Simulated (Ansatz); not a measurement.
**Bands, cutoff and cost in G0W0 for SnWO4 (Pnna)**

Wanted: a G0W0 gap for SnWO4 (Pnna) that is converged in bands and cutoff, or an estimate of the limit.

Program: Ansatz 0.2.0. Level of theory: G0W0 on r2SCAN, plane waves, PAW. Results are calculated unless marked as measured.

## 1. Set-up

Symmetry: Pnna, No. 52, orthorhombic system. Conventional cell: a = 5.627 Å, b = 11.649 Å, c = 4.997 Å, α = 90.00°, β = 90.00°, γ = 90.00°. Nearest to Sn lie 4 O at 2.18 to 2.39 Å. Nearest to W lie 6 O at 1.80 to 2.14 Å. O has 2 W at 1.80 to 2.14 Å nearest. Nearest to O lie 1 W at 1.89 Å and 2 Sn at 2.18 to 2.39 Å. Farther neighbours and most contacts between anions are not listed.

The cell and positions come from the Crystallography Open Database and are kept as given unless a step says otherwise. Spin-orbit coupling is left out unless a step names it. The default PAW set here is soft_2. Its files were made with PBE.

## 2. 160 empty bands, screening to 36 eV

Now the one-shot GW correction: screening in the RPA, then the self-energy of the levels asked for.

Input file input.yaml:

```yaml
crystal:
  lattice:
    - [5.627, 0.0, 0.0]
    - [0.0, 11.6486, 0.0]
    - [0.0, 0.0, 4.9973]
  atoms:
    - { symbol: Sn, position: [0.25, 0.0, 0.2196] }
    - { symbol: Sn, position: [0.25, 0.5, 0.2804] }
    - { symbol: Sn, position: [0.75, 0.0, 0.7804] }
    - { symbol: Sn, position: [0.75, 0.5, 0.7196] }
    - { symbol: W, position: [0.6677, 0.25, 0.25] }
    - { symbol: W, position: [0.8323, 0.75, 0.25] }
    - { symbol: W, position: [0.3323, 0.75, 0.75] }
    - { symbol: W, position: [0.1677, 0.25, 0.75] }
    - { symbol: O, position: [0.3765, 0.2987, 0.9988] }
    - { symbol: O, position: [0.1235, 0.7013, 0.9988] }
    - { symbol: O, position: [0.3765, 0.2013, 0.5012] }
    - { symbol: O, position: [0.1235, 0.7987, 0.5012] }
    - { symbol: O, position: [0.6235, 0.7013, 0.0012] }
    - { symbol: O, position: [0.8765, 0.2987, 0.0012] }
    - { symbol: O, position: [0.6235, 0.7987, 0.4988] }
    - { symbol: O, position: [0.8765, 0.2013, 0.4988] }
    - { symbol: O, position: [0.1019, 0.3961, 0.6037] }
    - { symbol: O, position: [0.3981, 0.6039, 0.6037] }
    - { symbol: O, position: [0.1019, 0.1039, 0.8963] }
    - { symbol: O, position: [0.3981, 0.8961, 0.8963] }
    - { symbol: O, position: [0.8981, 0.6039, 0.3963] }
    - { symbol: O, position: [0.6019, 0.3961, 0.3963] }
    - { symbol: O, position: [0.8981, 0.8961, 0.1037] }
    - { symbol: O, position: [0.6019, 0.1039, 0.1037] }
kpoints:
  mp_grid: { grid: [2, 2, 4] }
hamiltonian:
  xc: r2scan
scf:
  occupations: { method: fixed }
gw:
  n_empty_bands: 160
  ecut_chi: 36
  qp_bands: [v4, c4]
  qp_kpoints: band_edges
  screening: { model: contour_deformation }
```

On the command line:

```
$ ansatz run input.yaml --threads 24 --pin off --max-ram 82944MiB --backend cuda --events-out ev --progress --plain --runs-dir out --devices 1 --max-vram 78GiB
```

Numbers of over 12 decimals in the logs are rounded to 6 here.

The log of the run:

```text
GPUs: using 1 of 1 available (devices: 1).
Engine: ansatz 0.2.0, aarch64-unknown-linux-gnu
Pseudopotentials: kind: paw
Pseudopotential: Sn, paw, valence charge 14, recommended cutoff 500 eV (meta_gga), Sn.paw.azcp
Pseudopotential: W, paw, valence charge 14, recommended cutoff 500 eV (meta_gga), W.paw.azcp
Pseudopotential: O, paw, valence charge 6, recommended cutoff 500 eV (meta_gga), O.paw.azcp
Functional definition: r2SCAN
  parameter k0 = 0.174
  parameter k1 = 0.065
  parameter a1 = 4.9479
  exchange = r2scan_x(k0 = k0, k1 = k1, a1 = a1)
  correlation = r2scan_c
[...]
Crystal: 24 atoms, lattice volume = 327.556 Å³
Basis set: ecut = 500 eV, 8317 PW (Γ), exchange–correlation on 180×360×160 points (64 copies of the dense FFT grid, shifted against one another)
Bands: 128, of which v1, the nominal top of the filled ones, is band 104 counted from 1 (103 counted from 0)
Symmetry: 8 space group operations
Space group: Pnna (ITA 52), of the structure as read, at distance tolerance 6.9e-5 Å
k-points: 12 of 16
Non-local potential: Sn, projectors of the file, l = 0: 2, l = 1: 2, l = 2: 2, l = 3: 2
Non-local potential: W, projectors of the file, l = 0: 3, l = 1: 2, l = 2: 2, l = 3: 1
Non-local potential: O, projectors of the file, l = 0: 2, l = 1: 2, l = 2: 1
PAW form: soft (Blöchl's): semilocal exchange-correlation on the pseudo side does not see the compensation charge
PAW frozen core: Sn, regenerated for the run's functional (the file was generated under x = pbe(κ = 0.804, μ = 0.219515), c = pbe(β = 0.066725))
PAW frozen core: W, regenerated for the run's functional (the file was generated under x = pbe(κ = 0.804, μ = 0.219515), c = pbe(β = 0.066725))
PAW frozen core: O, regenerated for the run's functional (the file was generated under x = pbe(κ = 0.804, μ = 0.219515), c = pbe(β = 0.066725))
PAW one-centre angular grid: Sn, 590 points (default); XC on 249 of its mesh's 2787 points in the sphere
PAW one-centre angular grid: W, 590 points (default); XC on 160 Gauss nodes
PAW one-centre angular grid: O, 302 points (default); XC on 160 Gauss nodes
Initial density: superposition of atomic densities (neutral atoms: chi_scale 0, normalization atom), corrected by the library's trained network
Initial wavefunctions: pseudopotential atomic-orbital guess
[...]
Functional: x = r2scan, c = r2scan; τ floored in thin density (d = 2e-4 eV/Å³)
SCF iter   1: F=—  HF=-74847.688828 eV  |F-HF|=—  |Δ(HF+E_count)|=         —  Δρ=1.15e-2  dr2=5.29e-1  dr2_τ=1.43e0  ethr=1.77e-3  ⟨swp⟩=5.0  Hψ=5063  notcnv=0  defer=257
preconditioner: auto → Resta (q_TF=auto, 2.529 Å⁻¹)  ε∞=4.2  [insulator: Δε(μ)=1.642 eV  Ē_g=15.256 eV  n_scr=84 (ndim 8)  ℏωp=27.2 eV  f_vac=0.037  ε∞_Penn≈4.2]
SCF iter   2: F=—  HF=-74847.964505 eV  |F-HF|=—  |Δ(HF+E_count)|=   2.76e-1  Δρ=6.14e-3  dr2=4.98e-2  dr2_τ=3.82e-2  ethr=2.55e-4  ⟨swp⟩=2.0  Hψ=2619  notcnv=0  defer=258
SCF iter   3: F=—  HF=-74847.967476 eV  |F-HF|=—  |Δ(HF+E_count)|=   2.97e-3  Δρ=3.05e-3  dr2=1.83e-2  dr2_τ=1.35e-3  ethr=2.40e-5  ⟨swp⟩=2.0  Hψ=2077  notcnv=0  defer=262
SCF iter   4: F=—  HF=-74847.968110 eV  |F-HF|=—  |Δ(HF+E_count)|=   6.34e-4  Δρ=1.06e-3  dr2=1.90e-3  dr2_τ=2.43e-4  ethr=8.80e-6  ⟨swp⟩=2.0  Hψ=1929  notcnv=0  defer=262
SCF iter   5: F=—  HF=-74847.968216 eV  |F-HF|=—  |Δ(HF+E_count)|=   1.06e-4  Δρ=2.52e-4  dr2=1.46e-4  dr2_τ=1.75e-5  ethr=9.15e-7  ⟨swp⟩=2.1  Hψ=1951  notcnv=0  defer=258
SCF iter   6: F=—  HF=-74847.968239 eV  |F-HF|=—  |Δ(HF+E_count)|=   2.27e-5  Δρ=9.88e-5  dr2=3.15e-5  dr2_τ=3.90e-6  ethr=7.03e-8  ⟨swp⟩=2.0  Hψ=2072  notcnv=0  defer=236
SCF iter   7: F=—  HF=-74847.968243 eV  |F-HF|=—  |Δ(HF+E_count)|=   4.45e-6  Δρ=3.45e-5  dr2=4.71e-6  dr2_τ=2.14e-7  ethr=1.51e-8  ⟨swp⟩=2.0  Hψ=1941  notcnv=0  defer=236
SCF iter   8: F=—  HF=-74847.968243 eV  |F-HF|=—  |Δ(HF+E_count)|=   1.48e-7  Δρ=5.70e-6  dr2=1.25e-7  dr2_τ=9.67e-9  ethr=2.27e-9  ⟨swp⟩=2.0  Hψ=2100  notcnv=0  defer=236
SCF iter   9: F=-74847.968243 eV  HF=-74847.968243 eV  |F-HF|=1.57e-9  |Δ(HF+E_count)|=   5.20e-8  Δρ=1.38e-6  dr2=6.42e-9  dr2_τ=7.93e-10  ethr=4.81e-11  ⟨swp⟩=10.4  Hψ=5787  notcnv=0
SCF 1 converged in 9 iterations: F = -74847.968243 eV  dr2 = 6.42e-9
[...]
SCF converged after 9 iterations
[...]
3   108     11.1976   -16.1261    -3.4685   -20.9513  0.7705    12.6060    12.5543  root
     4   101      7.9464   -21.4542     3.0433   -18.5980  0.7615     8.1327     8.1334  root
     4   102      7.9464   -21.4542     3.0433   -18.5980  0.7615     8.1327     8.1334  root
     4   103      8.8886   -20.4285     2.3733   -18.3599  0.7762     9.1919     9.1932  root
     4   104      8.8886   -20.4285     2.3733   -18.3599  0.7762     9.1919     9.1932  root
     4   105     10.6153   -15.6681    -3.7478   -20.7739  0.7738    12.0315    11.9732  root
     4   106     10.6153   -15.6681    -3.7478   -20.7739  0.7738    12.0315    11.9732  root
     4   107     11.3047   -15.8024    -3.6146   -20.7617  0.7694    12.7046    12.6495  root
     4   108     11.3047   -15.8024    -3.6146   -20.7617  0.7694    12.7046    12.6495  root
     5   101      8.3816   -20.3475     2.6399   -17.9390  0.7668     8.6121     8.6130  root
     5   102      8.3816   -20.3475     2.6399   -17.9390  0.7668     8.6121     8.6130  root
     5   103      8.4549   -20.4909     2.3633   -18.3690  0.7760     8.6954     8.6964  root
     5   104      8.4549   -20.4909     2.3633   -18.3690  0.7760     8.6954     8.6964  root
     5   105     11.2401   -15.3190    -3.9026   -20.5649  0.7678    12.6388    12.5835  root
     5   106     11.2401   -15.3190    -3.9026   -20.5649  0.7678    12.6388    12.5835  root
     5   107     11.3229   -16.0815    -3.9012   -21.3653  0.7645    12.7705    12.7055  root
     5   108     11.3229   -16.0815    -3.9012   -21.3653  0.7645    12.7705    12.7055  root
     6   101      8.2426   -20.9733     2.7528   -18.4375  0.7675     8.4588     8.4596  root
     6   102      8.2426   -20.9733     2.7528   -18.4375  0.7675     8.4588     8.4596  root
     6   103      8.3030   -20.3913     2.6978   -17.8961  0.7678     8.5049     8.5057  root
     6   104      8.3030   -20.3913     2.6978   -17.8961  0.7678     8.5049     8.5057  root
     6   105     11.2517   -15.0147    -3.7380   -20.0614  0.7728    12.6085    12.5604  root
     6   106     11.2517   -15.0147    -3.7380   -20.0614  0.7728    12.6085    12.5604  root
     6   107     11.4850   -15.6847    -3.9819   -21.0277  0.7618    12.9101    12.8460  root
[...]
11   101      8.3335   -19.5459     2.4296   -17.3149  0.7707     8.5314     8.5321  root
    11   102      8.3335   -19.5459     2.4296   -17.3149  0.7707     8.5314     8.5321  root
    11   103      8.6594   -20.7783     2.5627   -18.4927  0.7727     8.9353     8.9365  root
    11   104      8.6594   -20.7783     2.5627   -18.4927  0.7727     8.9353     8.9365  root
    11   105     10.9976   -15.8297    -3.6037   -20.7897  0.7742    12.4035    12.3539  root
    11   106     10.9976   -15.8297    -3.6037   -20.7897  0.7742    12.4035    12.3539  root
    11   107     11.2893   -16.3215    -3.5752   -21.2782  0.7659    12.7296    12.6708  root
    11   108     11.2893   -16.3215    -3.5752   -21.2782  0.7659    12.7296    12.6708  root
```

Elapsed: 17 s, on 1 × NVIDIA GB200 (shared by 2 runs) with 24 threads of Arm Neoverse V2, shared host; peak memory 2.7 GiB.

The column dr2 measures how far the density is from self-consistency, as an energy; F and HF (Harris–Foulkes) agree once it is small.

Numbers from this step:

- bands summed: 264
- RPA ε∞ on this mesh (eigenvalues): 5.623, 5.853, 6.869
- plane waves in the screening matrix: 167
- q-points in the mesh: 16
- G0W0 gap on the mesh: 2.564 eV
- k of the valence top: 0, 0, 0.25
- k of the conduction bottom: 0, 0, 0
- starting gap on the mesh: 1.507 eV
- Z at the valence top: 0.7780
- Z at the conduction bottom: 0.7741
- least direct G0W0 gap on the computed points: 2.618 eV

The gap on the mesh goes from 1.51 eV to 2.56 eV, a correction of +1.06 eV. Between the two edge states, bare exchange in place of the xc potential would open the gap by 7.05 eV, and correlation takes back 6.00 eV.

## 3. 454 empty bands, screening to 72 eV

Another rung: the empty bands reach about as high as the screening cutoff, so the two stay in balance.

Changes to input.yaml since step 2:

```diff
@@ -37,4 +37,4 @@
 gw:
-  n_empty_bands: 160
-  ecut_chi: 36
+  n_empty_bands: 454
+  ecut_chi: 72
   qp_bands: [v4, c4]
```

The log of the run:

```text
GPUs: using 1 of 1 available (devices: 1).
[...]
Crystal: 24 atoms, lattice volume = 327.556 Å³
Basis set: ecut = 500 eV, 8317 PW (Γ), exchange–correlation on 180×360×160 points (64 copies of the dense FFT grid, shifted against one another)
Bands: 128, of which v1, the nominal top of the filled ones, is band 104 counted from 1 (103 counted from 0)
Symmetry: 8 space group operations
[...]
k-points: 12 of 16
[...]
SCF iter   1: F=—  HF=-74847.688828 eV  |F-HF|=—  |Δ(HF+E_count)|=         —  Δρ=1.15e-2  dr2=5.29e-1  dr2_τ=1.43e0  ethr=1.77e-3  ⟨swp⟩=5.0  Hψ=5063  notcnv=0  defer=257
[...]
SCF iter   9: F=-74847.968243 eV  HF=-74847.968243 eV  |F-HF|=1.57e-9  |Δ(HF+E_count)|=   5.20e-8  Δρ=1.38e-6  dr2=6.42e-9  dr2_τ=7.93e-10  ethr=4.81e-11  ⟨swp⟩=10.4  Hψ=5787  notcnv=0
SCF 1 converged in 9 iterations: F = -74847.968243 eV  dr2 = 6.42e-9
[...]
SCF converged after 9 iterations
[...]
3   108     11.1976   -16.1261    -3.7674   -20.9513  0.7644    12.2810    12.2555  root
     4   101      7.9464   -21.4542     2.8118   -18.5980  0.7563     7.9019     7.9020  root
     4   102      7.9464   -21.4542     2.8118   -18.5980  0.7563     7.9019     7.9020  root
     4   103      8.8886   -20.4285     2.0457   -18.3599  0.7705     8.8657     8.8657  root
     4   104      8.8886   -20.4285     2.0457   -18.3599  0.7705     8.8657     8.8657  root
     4   105     10.6153   -15.6681    -4.0572   -20.7739  0.7694    11.6887    11.6639  root
     4   106     10.6153   -15.6681    -4.0572   -20.7739  0.7694    11.6887    11.6639  root
     4   107     11.3047   -15.8024    -3.9189   -20.7617  0.7637    12.3715    12.3451  root
[...]
11   105     10.9976   -15.8297    -3.9228   -20.7897  0.7689    12.0584    12.0348  root
    11   106     10.9976   -15.8297    -3.9228   -20.7897  0.7689    12.0584    12.0348  root
    11   107     11.2893   -16.3215    -3.8609   -21.2782  0.7598    12.4169    12.3851  root
    11   108     11.2893   -16.3215    -3.8609   -21.2782  0.7598    12.4169    12.3851  root
```

Wall time 22 s (1 × NVIDIA GB200 (shared by 2 runs) with 24 threads); peak memory 4.2 GiB; 73 s of CPU time.

Numbers from this step:

```
bands summed                                 : 558
RPA ε∞ on this mesh (eigenvalues)            : 5.610, 5.828, 6.845
plane waves in the screening matrix          : 461
q-points in the mesh                         : 16
G0W0 gap on the mesh                         : 2.588 eV
k of the valence top                         : 0, 0, 0.25
k of the conduction bottom                   : 0, 0, 0
starting gap on the mesh                     : 1.507 eV
Z at the valence top                         : 0.7725
Z at the conduction bottom                   : 0.7696
least direct G0W0 gap on the computed points : 2.650 eV
```

Against the run with 2×2×4 mesh, 160 empty bands, screening to 36 eV, the gap moves by +0.02 eV.

## 4. 977 empty bands, screening to 120 eV

Changes to input.yaml since step 3:

```diff
@@ -37,4 +37,4 @@
 gw:
-  n_empty_bands: 454
-  ecut_chi: 72
+  n_empty_bands: 977
+  ecut_chi: 120.0
   qp_bands: [v4, c4]
```

The log of the run:

```text
GPUs: using 1 of 1 available (devices: 1).
[...]
Crystal: 24 atoms, lattice volume = 327.556 Å³
Basis set: ecut = 500 eV, 8317 PW (Γ), exchange–correlation on 180×360×160 points (64 copies of the dense FFT grid, shifted against one another)
Bands: 128, of which v1, the nominal top of the filled ones, is band 104 counted from 1 (103 counted from 0)
Symmetry: 8 space group operations
[...]
k-points: 12 of 16
[...]
4   106     10.6153   -15.6681    -4.3067   -20.7739  0.7651    11.4276    11.4143  root
     4   107     11.3047   -15.8024    -4.1792   -20.7617  0.7586    12.0987    12.0848  root
[...]
11   105     10.9976   -15.8297    -4.1817   -20.7897  0.7642    11.7882    11.7759  root
    11   106     10.9976   -15.8297    -4.1817   -20.7897  0.7642    11.7882    11.7759  root
    11   107     11.2893   -16.3215    -4.1197   -21.2782  0.7548    12.1431    12.1263  root
    11   108     11.2893   -16.3215    -4.1197   -21.2782  0.7548    12.1431    12.1263  root
[key lines of the parts left out:]
SCF converged after 9 iterations
```

Wall time 62 s (1 × NVIDIA GB200 (shared by 2 runs) with 24 threads); peak memory 6.8 GiB; 3.1 min of CPU time.

Numbers from this step:

```yaml
bands_summed: 1081
rpa_eps_infinity_on_this_mesh_eigenvalues: 5.571, 5.779, 6.803
plane_waves_in_the_screening_matrix: 995
g0w0_gap_on_the_mesh: 2.586 eV
k_of_the_valence_top: 0, 0, 0.25
k_of_the_conduction_bottom: 0, 0, 0
starting_gap_on_the_mesh: 1.507 eV
least_direct_g0w0_gap_on_the_computed_points: 2.645 eV
```

Against the run with 2×2×4 mesh, 454 empty bands, screening to 72 eV, the gap moves by −0.002 eV.

## 5. Changing the k mesh: 2×2×2 mesh, 454 empty bands, screening to 72 eV

Only the mesh changes. It samples the long-range screening, which converges on its own terms. Bands and cutoff differ from the step before, so it is read against an earlier run that matches them.

Changes to input.yaml since step 4:

```diff
@@ -31,3 +31,3 @@
 kpoints:
-  mp_grid: { grid: [2, 2, 4] }
+  mp_grid: { grid: [2, 2, 2] }
 hamiltonian:
@@ -37,4 +37,4 @@
 gw:
-  n_empty_bands: 977
-  ecut_chi: 120.0
+  n_empty_bands: 454
+  ecut_chi: 72
   qp_bands: [v4, c4]
```

The log of the run:

```text
GPUs: using 1 of 1 available (devices: 1).
[...]
Crystal: 24 atoms, lattice volume = 327.556 Å³
Basis set: ecut = 500 eV, 8317 PW (Γ), exchange–correlation on 180×360×160 points (64 copies of the dense FFT grid, shifted against one another)
Bands: 128, of which v1, the nominal top of the filled ones, is band 104 counted from 1 (103 counted from 0)
Symmetry: 8 space group operations
[...]
k-points: 8
[...]
1   106     11.1888   -15.4131    -4.2387   -20.6852  0.7649    12.2480    12.2222  root
     1   107     11.3396   -15.8809    -4.2081   -21.1542  0.7618    12.4342    12.4049  root
[...]
7   105     10.9979   -15.8020    -3.9435   -20.7889  0.7688    12.0645    12.0412  root
     7   106     10.9979   -15.8020    -3.9435   -20.7889  0.7688    12.0645    12.0412  root
     7   107     11.2895   -16.2822    -3.8942   -21.2777  0.7594    12.4220    12.3908  root
     7   108     11.2895   -16.2822    -3.8942   -21.2777  0.7594    12.4220    12.3908  root
[key lines of the parts left out:]
SCF converged after 9 iterations
```

Elapsed: 8.6 s, on 1 × NVIDIA GB200 (shared by 2 runs) with 24 threads; peak memory 3.4 GiB; 28 s of CPU time.

Numbers from this step:

```yaml
bands_summed: 558
rpa_eps_infinity_on_this_mesh_eigenvalues: 5.388, 5.750, 6.893
plane_waves_in_the_screening_matrix: 461
g0w0_gap_on_the_mesh: 2.634 eV
k_of_the_valence_top: 0, -0.5, 0
k_of_the_conduction_bottom: 0, 0, 0
starting_gap_on_the_mesh: 1.548 eV
least_direct_g0w0_gap_on_the_computed_points: 2.657 eV
```

Against the run with 2×2×4 mesh, 454 empty bands, screening to 72 eV, the gap moves by +0.05 eV, while the start moved by +0.04 eV. A band edge is found at another k point on this mesh.

(Part 1 of 2 ends here.)

[Paths, hosts, dates, memory and timing lines, banners, echoed tables and standing remarks are left out of the program output.]

[Logs are printed without paths, hosts, clocks, repeated set-up lines and the standing remarks that a program may print on its own settings, such as how far it seeks lower states.]

[Runs of the session that timed out or met a known fault of the program may be left out.]

[Cells called generated may have been cut or substituted from an entry of the Crystallography Open Database or the Materials Project.]

[Hosts, paths, dates, database ids (printed as entryN), source tags and the programs' standing remarks are cut or masked in the printed files.]
